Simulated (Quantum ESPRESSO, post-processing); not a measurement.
# SiC(110), H on both faces: a series in the number of layers, part 3 of 3

Aim: how the results for SiC(110), H on both faces change with the number of layers.

Quantum ESPRESSO 7.5; plane-wave DFT, PBE, GBRV ultrasoft pseudopotentials.

So far. Step 11 (Relaxing the ions, 4 layers): The relaxation lowers the energy by 5 meV an atom. Step 14 (Relaxation with pw.x, 9 layers): The relaxation lowers the energy by 3 meV an atom.

**17. Relaxation with pw.x, 11 layers (continued)**

The steps of the relaxation:

```
step  energy less that of the first step (eV)  largest force (eV/Å)
   1                                   0.0000                0.9276
   2                                  -0.0379                0.2865
   3                                  -0.0460                0.1840
   4                                  -0.0525                0.1666
   5                                  -0.0557                0.1190
   6                                  -0.0575                0.0719
   7                                  -0.0586                0.0597
   8                                  -0.0597                0.0583
   9                                  -0.0603                0.0442
  10                                  -0.0607                0.0357
  11                                  -0.0610                0.0301
  12                                  -0.0612                0.0200
  13                                  -0.0613                0.0151
```

The atoms that moved most (Å):

```
atom      dx     dy      dz  length
  H2  -0.044  0.000   0.034   0.056
 H25  -0.044  0.000  -0.034   0.056
  H1   0.026  0.000  -0.039   0.047
 H26   0.026  0.000   0.039   0.047
 C24  -0.025  0.000  -0.032   0.041
  C4  -0.025  0.000   0.032   0.041
Si23   0.014  0.000  -0.013   0.019
 Si3   0.014  0.000   0.013   0.019
```

Final coordinates:

```cif
data_structure
_symmetry_space_group_name_H-M 'P 1'
_symmetry_Int_Tables_number 1
_cell_length_a 4.3782
_cell_length_b 3.0962
_cell_length_c 33.8760
_cell_angle_alpha 90.000
_cell_angle_beta 90.000
_cell_angle_gamma 90.000
_cell_volume 459.21
loop_
_atom_site_label
_atom_site_type_symbol
_atom_site_fract_x
_atom_site_fract_y
_atom_site_fract_z
_atom_site_occupancy
H1 H 0.81217 0.00000 0.23495 1
H2 H 0.38753 0.50000 0.24552 1
Si3 Si 0.00309 0.00000 0.27188 1
C4 C 0.24436 0.50000 0.27246 1
Si5 Si 0.50137 0.50000 0.31721 1
C6 C 0.75019 0.00000 0.31706 1
Si7 Si 0.00087 0.00000 0.36283 1
C8 C 0.25077 0.50000 0.36286 1
Si9 Si 0.50077 0.50000 0.40855 1
C10 C 0.75081 0.00000 0.40853 1
Si11 Si 0.00069 0.00000 0.45427 1
C12 C 0.25073 0.50000 0.45426 1
Si13 Si 0.50043 0.50000 0.50000 1
C14 C 0.75059 0.00000 0.50000 1
Si15 Si 0.00069 0.00000 0.54573 1
C16 C 0.25073 0.50000 0.54574 1
Si17 Si 0.50077 0.50000 0.59145 1
C18 C 0.75081 0.00000 0.59147 1
Si19 Si 0.00087 0.00000 0.63717 1
C20 C 0.25077 0.50000 0.63714 1
Si21 Si 0.50137 0.50000 0.68279 1
C22 C 0.75019 0.00000 0.68294 1
Si23 Si 0.00309 0.00000 0.72812 1
C24 C 0.24436 0.50000 0.72754 1
H25 H 0.38753 0.50000 0.75448 1
H26 H 0.81217 0.00000 0.76505 1
```

The relaxation lowers the energy by 2 meV an atom.

Numbers from this step:

```
free energy  : -3224.0644 eV
Fermi energy : 2.990 eV
```

**18. Self-consistent run, 11 layers**

Contents of m7.f0.in:

```
&control
  prefix = 'm7.f0'
  outdir = './out'
  pseudo_dir = './pseudo'
  calculation = 'scf'
  tprnfor = .true.
  tefield = .true.
  dipfield = .true.
/
&system
  ibrav = 0
  nat = 26
  ntyp = 3
  ecutwfc = 40
  ecutrho = 200
  occupations = 'smearing'
  smearing = 'fd'
  degauss = 0.002
  edir = 3
  emaxpos = 0.97
  eopreg = 0.04
  eamp = 0.0
  nbnd = 50
/
&electrons
  conv_thr = 1e-09
  mixing_beta = 0.4
  electron_maxstep = 120
  mixing_mode = 'plain'
/
ATOMIC_SPECIES
  H   1.0080  h_pbe_v1.4.uspp.F.UPF
  Si  28.0850  si_pbe_v1.uspp.F.UPF
  C   12.0110  c_pbe_v1.2.uspp.F.UPF
CELL_PARAMETERS angstrom
  4.37818550200000 0.00000000000000 0.00000000000000
  0.00000000000000 3.09619996900000 0.00000000000000
  0.00000000000000 0.00000000000000 33.87598799449717
ATOMIC_POSITIONS crystal
  H   0.812166795200 0.000000000000 0.234945631100
  H   0.387528338500 0.500000000000 0.245520943300
  Si  0.003089004600 0.000000000000 0.271878770600
  C   0.244361751500 0.500000000000 0.272460164300
  Si  0.501370384000 0.500000000000 0.317208421900
  C   0.750188144600 0.000000000000 0.317064269000
  Si  0.000874248000 0.000000000000 0.362830968400
  C   0.250770396000 0.500000000000 0.362858437800
[... 14 atom lines left out ...]
  Si  0.003089004600 0.000000000000 0.728121229400
  C   0.244361751500 0.500000000000 0.727539835700
  H   0.387528338500 0.500000000000 0.754479056700
  H   0.812166795200 0.000000000000 0.765054368900
K_POINTS automatic
  4 8 1 0 0 0
```

Launch:

```
OMP_NUM_THREADS=1 mpirun -n 4 pw.x -nk 2 -in m7.f0.in > m7.f0.out
```

Elapsed: 2.5 min, on 4 MPI ranks of Arm Neoverse V1, shared host; peak memory 1.1 GiB; 10 min of CPU time.

Numbers from this step:

| Item | Value |
| --- | --- |
| Fermi energy | 3.256 eV |
| dipole along the normal | 2.08e-5 e·Å |
| valence top, on the run's zero | 2.303 eV |
| conduction bottom, on the run's zero | 3.912 eV |
| gap by band count | 1.609 eV |

**19. Self-consistent run, 11 layers: field 0.1 V/Å**

m7.f1.in, as its differences from the input of step 18:

```diff
@@ -1,3 +1,3 @@
 &control
-  prefix = 'm7.f0'
+  prefix = 'm7.f1'
   outdir = './out'
@@ -21,3 +21,3 @@
   eopreg = 0.04
-  eamp = 0.0
+  eamp = 0.00194469
   nbnd = 50
@@ -29,2 +29,3 @@
   mixing_mode = 'plain'
+  startingpot = 'file'
 /
```

Launch:

```
cp -r out/m7.f0.save out/m7.f1.save
OMP_NUM_THREADS=1 mpirun -n 4 pw.x -nk 2 -in m7.f1.in > m7.f1.out
```

It took 2.2 min on 4 MPI ranks; peak memory 0.75 GiB; 8.7 min of CPU time.

This step gave:

```
free energy                          : -3224.0704 eV
Fermi energy                         : 3.270 eV
dipole along the normal              : 0.1201 e·Å
valence top, on the run's zero       : 2.351 eV
conduction bottom, on the run's zero : 3.924 eV
gap by band count                    : 1.573 eV
```

**20. The series side by side**

The series in one table:

```
the number of layers  energy (eV)  gap along the path (eV)  vacuum level over the valence top of the mesh (eV)  dipole at 0.1 V/Å (e Å)  4πα/A (Å)
            3 layers    -925.5502                    2.742                                               5.258                  0.04051      5.408
            4 layers   -1212.8632                    2.469                                               5.176                  0.05047      6.734
            5 layers   -1500.1771                    2.094                                               5.128                  0.06033      8.051
            6 layers   -1787.4920                    2.039                                               5.106                  0.07033      9.388
            7 layers   -2074.8063                    1.829                                               5.088                  0.08022      10.71
            8 layers   -2362.1209                    1.832                                                5.08                  0.09017      12.04
            9 layers   -2649.4353                    1.691                                               5.075                   0.1001      13.36
           11 layers   -3224.0644                    1.609                                               5.067                   0.1201      16.04
```

**21. Worked from the printed numbers**

4πα/A grows by 0.857 Å for each Å of thickness (clamped-ion); 1 − 1/ε = 0.857 gives ε = 7.0.

**22. Outcome**

* clamped-ion ε from the slope of 4πα/A against thickness: 7.0
* gap at 11 layers: 1.61 eV

The series holds 8 members; clamped-ion ε from the slope of 4πα/A against thickness: 7.0; gap at 11 layers: 1.61 eV (PBE, GBRV ultrasoft). So near one, the clamped-ion slope is touchy: 0.01 in it moves ε by 0.5. The gap goes from 2.74 to 1.61 eV as the slab grows from 5.6 to 18.0 Å; the bulk has 1.38 eV on its mesh, and the excess falls as thickness to the power -1.5. Semilocal gaps are too small; no spin-orbit coupling; every broken bond is capped, which crowds large atoms; the ions are held in the field.

[Logs are printed without paths, hosts, clocks, repeated set-up lines and the standing remarks that a program may print on its own settings, such as how far it seeks lower states.]

[Hosts, paths, dates, database ids (printed as entryN), source tags and the programs' standing remarks are cut or masked in the printed files.]

[Maps of the electrostatic potential energy from Ansatz leave out the sawtooth potential of an applied field or a dipole correction, so their vacuum need not be flat; planar profiles and work functions include it.]
